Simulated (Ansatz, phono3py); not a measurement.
# Al2O3 (Corundum, R-3c): solver, mesh and scattering choices in phono3py, part 2 of 2

Aim: with force constants in hand, see how mesh, solver, isotopes and boundaries change the conductivity of Al2O3 (Corundum).

Experimental results on record:
- thermal conductivity 30 W/m/K near room temperature (given in “Combining the AFLOW GIBBS and Elastic Libraries to efficiently and robustly screen thermo-mechanical properties of solids”, 2017, arXiv:1611.05714)

Ansatz 0.2.0 and phono3py 4.10.0; DFT LDA, scalar-relativistic, plane waves, PAW; PAW set soft_1 (the session's first sound run).

So far, κ at 300 K (W/m/K): step 3 (relaxation-time solution) 38.3; step 15 (Gaussian smearing, third order supercell 2×2×2, supercell 2×2×2) 38.3; step 16 (Gaussian smearing, third order supercell 2×2×2, supercell 2×2×2 (run 2)) 38.0; step 18 (without the dipole term, third order supercell 2×2×2, supercell 2×2×2) 30.4; step 19 (a changed mass, third order supercell 2×2×2, supercell 2×2×2) 40.2.

## 20. Mass disorder, third order supercell 2×2×2, supercell 2×2×2

A typed mass variance takes the place of the natural one on the sites of one element, as a model of more or less disorder.

Contents of phono3py.yaml:

```yaml
phono3py:
  version: "4.10.0"
  frequency_unit_conversion_factor: 15.633302
  symmetry_tolerance: 1.00000e-05

physical_unit:
  atomic_mass: "AMU"
  length: "angstrom"

space_group:
  type: "R-3c"
  number: 167
  Hall_symbol: "-R 3 2\"c"

primitive_matrix:
- [  1.000000000000000,  0.000000000000000,  0.000000000000000 ]
- [  0.000000000000000,  1.000000000000000,  0.000000000000000 ]
- [  0.000000000000000,  0.000000000000000,  1.000000000000000 ]

supercell_matrix:
- [   2,   0,   0 ]
- [   0,   2,   0 ]
- [   0,   0,   2 ]

# [primitive_cell block left out]
unit_cell:
  lattice:
  - [     2.364341356932580,     1.365053118881190,     4.296695850500000 ] # a
  - [    -2.364341356932580,     1.365053118881190,     4.296695850500000 ] # b
  - [     0.000000000000000,    -2.730106237762380,     4.296695850500000 ] # c
  points:
  - symbol: Al # 1
    coordinates: [  0.351980285900000,  0.351980285900000,  0.351980285900000 ]
    mass: 26.981538
    reduced_to: 1
  - symbol: Al # 2
    coordinates: [  0.148019714100000,  0.148019714100000,  0.148019714100000 ]
    mass: 26.981538
    reduced_to: 2
  - symbol: Al # 3
    coordinates: [  0.648019714100000,  0.648019714100000,  0.648019714100000 ]
    mass: 26.981538
    reduced_to: 3
  - symbol: Al # 4
    coordinates: [  0.851980285900000,  0.851980285900000,  0.851980285900000 ]
    mass: 26.981538
    reduced_to: 4
  - symbol: O # 5
    coordinates: [  0.555830463500000,  0.944169536500000,  0.250000000000000 ]
    mass: 15.999000
    reduced_to: 5
  - symbol: O # 6
    coordinates: [  0.250000000000000,  0.555830463500000,  0.944169536500000 ]
    mass: 15.999000
    reduced_to: 6
  - symbol: O # 7
    coordinates: [  0.944169536500000,  0.250000000000000,  0.555830463500000 ]
    mass: 15.999000
    reduced_to: 7
  - symbol: O # 8
    coordinates: [  0.444169536500000,  0.055830463500000,  0.750000000000000 ]
    mass: 15.999000
    reduced_to: 8
  - symbol: O # 9
    coordinates: [  0.750000000000000,  0.444169536500000,  0.055830463500000 ]
    mass: 15.999000
    reduced_to: 9
  - symbol: O # 10
    coordinates: [  0.055830463500000,  0.750000000000000,  0.444169536500000 ]
    mass: 15.999000
    reduced_to: 10

# [supercell block left out]
phonon_supercell_matrix:
- [   2,   0,   0 ]
- [   0,   2,   0 ]
- [   0,   0,   2 ]

# [phonon_primitive_cell block left out]
# [phonon_supercell block left out]
nac:
  born_effective_charge:
  - # 1 (Al)
    - [  2.963474405521225, -0.027310643508614,  0.000000000000000 ]
    - [  0.027310643508614,  2.963474405521223,  0.000000000000000 ]
    - [  0.000000000000000,  0.000000000000000,  2.931026863845152 ]
  - # 2 (Al)
    - [  2.963474405521225,  0.027310643508614,  0.000000000000000 ]
    - [ -0.027310643508614,  2.963474405521223,  0.000000000000000 ]
    - [  0.000000000000000,  0.000000000000000,  2.931026863845152 ]
  - # 3 (Al)
    - [  2.963474405521224, -0.027310643508614,  0.000000000000000 ]
    - [  0.027310643508614,  2.963474405521222,  0.000000000000000 ]
    - [  0.000000000000000,  0.000000000000000,  2.931026863845152 ]
  - # 4 (Al)
    - [  2.963474405521224,  0.027310643508614,  0.000000000000000 ]
    - [ -0.027310643508614,  2.963474405521223,  0.000000000000000 ]
    - [  0.000000000000000,  0.000000000000000,  2.931026863845152 ]
  - # 5 (O)
    - [ -2.075813574684076,  0.000000000000000,  0.000000000000000 ]
    - [  0.000000000000000, -1.875485632677554,  0.260479036326533 ]
    - [  0.000000000000000,  0.351644526849316, -1.954017909230102 ]
  - # 6 (O)
    - [ -1.925567618179186,  0.086744543432751, -0.225581462612068 ]
    - [  0.086744543432751, -2.025731589182445, -0.130239518163267 ]
    - [ -0.304533093353267, -0.175822263424658, -1.954017909230101 ]
  - # 7 (O)
    - [ -1.925567618179186, -0.086744543432751,  0.225581462612068 ]
    - [ -0.086744543432751, -2.025731589182445, -0.130239518163267 ]
    - [  0.304533093353267, -0.175822263424658, -1.954017909230101 ]
  - # 8 (O)
    - [ -2.075813574684076,  0.000000000000000,  0.000000000000000 ]
    - [  0.000000000000000, -1.875485632677554,  0.260479036326533 ]
    - [  0.000000000000000,  0.351644526849316, -1.954017909230102 ]
  - # 9 (O)
    - [ -1.925567618179187,  0.086744543432751, -0.225581462612068 ]
    - [  0.086744543432751, -2.025731589182445, -0.130239518163267 ]
    - [ -0.304533093353267, -0.175822263424658, -1.954017909230101 ]
  - # 10 (O)
    - [ -1.925567618179186, -0.086744543432751,  0.225581462612068 ]
    - [ -0.086744543432751, -2.025731589182445, -0.130239518163267 ]
    - [  0.304533093353267, -0.175822263424658, -1.954017909230101 ]
  dielectric_constant:
    - [  3.246062244621815,  0.000000000000000,  0.000000000000000 ]
    - [  0.000000000000000,  3.246062244621811,  0.000000000000000 ]
    - [  0.000000000000000,  0.000000000000000,  3.206155143223621 ]
  unit_conversion_factor: 14.399645
```

Started as:

```
$ phono3py phono3py.yaml --mesh 13 13 13 --br --isotope --mv 0.001 0.001 0.001 0.001 3.359e-05 3.359e-05 3.359e-05 3.359e-05 3.359e-05 3.359e-05 --ts 100 150 200 300 400 500 600 800
```

Run time: 4.6 min. Hardware: 8 threads of Intel Xeon at 2.70GHz, shared host; peak memory 0.18 GiB; 36 min of CPU time.

This step gave:

```yaml
kappa_at_300_k: 36 W/m/K
kappa_xx_yy_zz_at_300_k: 33.7, 33.7, 40.59 W/m/K
```

W/m/K. Kappa, by row:

```csv
T (K),xx,yy,zz,yz,xz,xy
100,309.7,309.7,398.7,0,0,0
150,109.3,109.3,137.7,0,0,0
200,62.05,62.05,76.76,0,0,0
300,33.7,33.7,40.59,0,0,0
400,23.7,23.7,28.12,0,0,0
500,18.47,18.47,21.73,0,0,0
600,15.21,15.21,17.8,0,0,0
800,11.3,11.3,13.15,0,0,0
```

κ at 300 K goes from 38.3 in the base run to 36 W/(m K).

## 21. A faulty attempt, third order supercell 2×2×2, supercell 2×2×2

This input was changed on purpose, to see how the program answers.

phono3py.yaml is that of step 20.

Started as:

```
$ phono3py phono3py.yaml --mesh 9 9 --br --ts 300
```

Run time: 0.4 s. Hardware: 8 threads; peak memory 0.15 GiB.

The run ended with an error.

The fault put into the input: two mesh numbers.

## 22. Outcome

| Quantity | Value |
| --- | --- |
| κ at 300 K, RTA, natural isotopes, mesh 13×13×13 | 38.3 W/m/K |
| κ at 300 K, RTA, pure, mesh 13×13×13 | 38.4 W/m/K |
| κ at 300 K, with coherences, mesh 13×13×13 | 38.9 W/m/K |
| κ at 300 K, no dipole term, mesh 13×13×13 | 30.4 W/m/K |

What this shows: On these constants κ of Al2O3 (Corundum) at 300 K is 38.3 W/(m K) in the base run, by relaxation time; smearing and coherences move that between 38.0 and 38.9. On the same constants and mesh Ansatz's figure, which includes its coherence part, and phono3py's, which doesn't, differ by up to 8.8 %; with phono3py's own coherence part added, which is defined differently, the largest difference is 0.10 %. The last step of the mesh series (9 to 11) moves κ at 300 K by +1.8 %, while the coarsest mesh gives 68 % of the densest value. Normal processes make 48 % of the three-phonon scattering at 300 K, weighting modes by their heat capacity. A boundary length of 0.1 µm leaves 62 % of κ at 300 K. A boundary length of 0.3 µm leaves 77 % of κ at 300 K. Scaling the mass of O by 0.8 at fixed force constants, a model exercise, multiplies the isotope-free κ by 1.05. A mass variance of 0.001 on the Al sites, typed in place of the natural one, gives 94 % of the base value. A measured thermal conductivity near room temperature is 30 W/m/K (arXiv:1611.05714); the calculated 38.3 W/m/K differs by +28 %. Four-phonon, defect and boundary scattering, which are left out, would lower the calculated value; thermal expansion is left out too. The PAW files were made for PBE and are used here under another functional, for which the program regenerates the frozen cores.

[Logs are printed without paths, hosts, clocks, repeated set-up lines and the standing remarks that a program may print on its own settings, such as how far it seeks lower states.]

[Hosts, paths, dates, database ids (printed as entryN), source tags and the programs' standing remarks are cut or masked in the printed files.]

[A step with changed settings may run another functional than the one named; its input shows which.]
